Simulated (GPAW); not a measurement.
# Calculated records

```
! title: CsH (honeycomb monolayer): G0W0 with GPAW, start to end
! method: DFT, LDA, plane waves, PAW (and 1 further level or step)
! program: GPAW 26.7.0
! settings: cutoff 600 eV, GPAW PAW setups 1.2.1 data release, 6×6×1 k-mesh, nbands 396
! cost: 3 runs, 9.6 min in all on 4 MPI ranks of Arm Neoverse V1, shared host
! notes: The structure was relaxed with LDA. Limits: no spin-orbit coupling.
! LDA gap: 2.45 eV, indirect
! G0W0 gap on the mesh: 4.85 eV
! GW settings: 6×6×1 mesh, 179 bands, screening to 48 eV, full frequency, Hilbert transform
! known limits: short of the basis limit; no spin-orbit coupling
CELL_PARAMETERS angstrom
4.90771 0.00000 0.00000
-2.45386 4.25020 0.00000
0.00000 0.00000 11.40000
ATOMIC_POSITIONS crystal
Cs 0.33333 0.66667 0.49946
H 0.66667 0.33333 0.50054
```

[Long decimals in the printed logs are rounded to 6 places.]

[Logs are printed without paths, hosts, clocks, repeated set-up lines and the standing remarks that a program may print on its own settings, such as how far it seeks lower states.]

[Paths, hosts, dates, memory and timing lines, banners, echoed tables and standing remarks are left out of the program output; an Ansatz launch command may be rebuilt from the run's recorded settings. Measured values are a selection of at most five: reports struck by readers or far from the other reports are left out. None is set beside runs whose start may be inverted or whose files or cutoffs have a known fault.]

[Runs of the session that timed out or met a known fault of the program may be left out.]

[Hosts, paths, dates, database ids (printed as entryN), source tags and the programs' standing remarks are cut or masked in the printed files.]

[Where the starting crystal was built by hand or by swapping elements, it need not be the compound's stable phase.]
